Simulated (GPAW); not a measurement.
Records of electronic-structure calculations.

### How the form of the self-energy moves the gap of Si2WN4 (MoSi2N4-type monolayer)

The cell holds 7 atoms: 1 W, 4 N and 2 Si. Its edges and angles: a = 2.872 Å, b = 2.872 Å, c = 18.000 Å, α = 90.0°, β = 90.0°, γ = 120.0°. Vacuum lies along c.

* method: DFT, LDA, plane waves, PAW (and 3 further levels or steps)
* program: GPAW 26.7.0
* settings of one run: cutoff 600 eV, GPAW PAW setups 1.2.1 data release, 9×9×1 k-mesh, nbands 218
* cost: 4 runs, 12 min in all on 4 MPI ranks of Arm Neoverse V2, shared host (the runs of this entry)
* notes: The structure was relaxed with LDA. Limits: no spin-orbit coupling. Bands and cutoff are finite, so the gap is not at the basis limit. The miss can reach some tenths of an eV and take either sign; the mesh is an error of its own. The program warns of a poor linear fit in the extrapolation of some level, so the extrapolated values are rough.
* one-shot HSE06: 2.746 eV
* G0W0, extrapolated in the cutoff: 3.182 eV
* one-shot Hartree-Fock: 7.252 eV
* known limits: not at the basis limit; no spin-orbit coupling

G0W0, extrapolated in the cutoff: +0.436 eV against one-shot HSE06, at other bands or cutoff, so not like for like. One-shot Hartree-Fock: +4.506 eV against one-shot HSE06.

[Runs of the session that timed out or met a known fault of the program may be left out.]

[Hosts, paths, dates, database ids (printed as entryN), source tags and the programs' standing remarks are cut or masked in the printed files.]
